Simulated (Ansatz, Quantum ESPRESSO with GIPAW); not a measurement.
# 11B assignment in B4CCl6O

The values are calculated: DFT, PBE, plane-wave PAW (pslibrary 1.0.0 recipes), scalar-relativistic, GIPAW shieldings (Quantum ESPRESSO with GIPAW, a patched development version); field gradients by Ansatz. Shieldings are without the macroscopic shape term, which is common to all sites.

```
Cl O C B
1.0
     5.57500    3.21873    2.52867
    -5.57500    3.21873    2.52867
     0.00000   -6.43746    2.52867
Cl O C B
6 1 1 4
Cartesian
  2.5663 -1.4817 2.9345
  -2.5663 -1.4817 2.9345
  0.0000 2.9633 2.9345
  -3.7967 2.1920 2.6067
  3.7967 2.1920 2.6067
  0.0000 -4.3840 2.6067
  0.0000 0.0000 4.9358
  0.0000 0.0000 3.7925
  1.4134 -0.8160 1.7793
  -1.4134 -0.8160 1.7793
  0.0000 1.6321 1.7793
  0.0000 0.0000 2.2948
```

The cell is an entry of the Crystallography Open Database; it need not be the form that is stable at ambient conditions. The coordinates shown are those after relaxation (atoms relaxed).

The B sites:

```tsv
site	atom no.	atoms in cell	site symmetry	surroundings	bonds (Å)
B(1)	9	3	m	BCl2B	1.71 to 1.76
B(2)	12	1	3m	BCB3	1.50 to 1.71
```

The lines to be assigned:

```tsv
line	σ_iso (ppm)	relative area	span (ppm)	skew	|C_Q| (MHz)	η_Q
A	115.9	1	21.7	-1.00	1.12	0.00
B	18.5	3	105.3	0.08	2.92	0.59
```

Simulated spectrum: 11B fast MAS, 9.4 T (128.4 MHz), central transition to second order, lines broadened by 1.4 ppm; the axis counts ppm from the isotropic position of the most shielded site, as −Δσ; rigid lattice, with dipolar and J couplings and satellite transitions left out.

(offset (ppm), intensity): (106.5, 0.00), (102.8, 0.00), (99.0, 0.01), (95.3, 0.24), (91.8, 0.30), (88.0, 0.41), (85.7, 0.60), (84.3, 0.51), (80.8, 0.51), (79.4, 0.65), (77.1, 0.29), (73.3, 0.20), (69.8, 0.15), (66.1, 0.06), (62.3, 0.01), (58.6, 0.00), (55.1, 0.00), (51.3, 0.00), (47.6, 0.00), (44.1, 0.00), (40.3, 0.00), (36.6, 0.00), (33.1, 0.00), (29.4, 0.00), (25.6, 0.00), (21.8, 0.00), (18.4, 0.00), (14.6, 0.00), (10.9, 0.00), (7.4, 0.00), (3.6, 0.01), (-0.1, 0.40), (-1.3, 1.00), (-3.6, 0.38), (-7.4, 0.01), (-11.1, 0.00), (-14.6, 0.00)

Most prominent maxima (ppm: height): 85.7: 0.60, 79.4: 0.65, -1.3: 1.00.

Assign each line to a crystallographic site.

The calculated assignment is A is B(2) (BCB3); B is B(1) (BCl2B). The areas settle A and B, whose multiplicities are unique. B(2) lies on an axis of order three or more, which demands η_Q = 0 and an axial or isotropic tensor. Shielding rises with the number of neighbours over these sites, the usual order.

[Banner, clock, file and message-heading lines were taken out of the pw.x and gipaw.x logs.]

[Logs are printed without paths, hosts, clocks, repeated set-up lines and the standing remarks that a program may print on its own settings, such as how far it seeks lower states.]

[Hosts, paths, dates, database ids (printed as entryN), source tags and the programs' standing remarks are cut or masked in the printed files.]
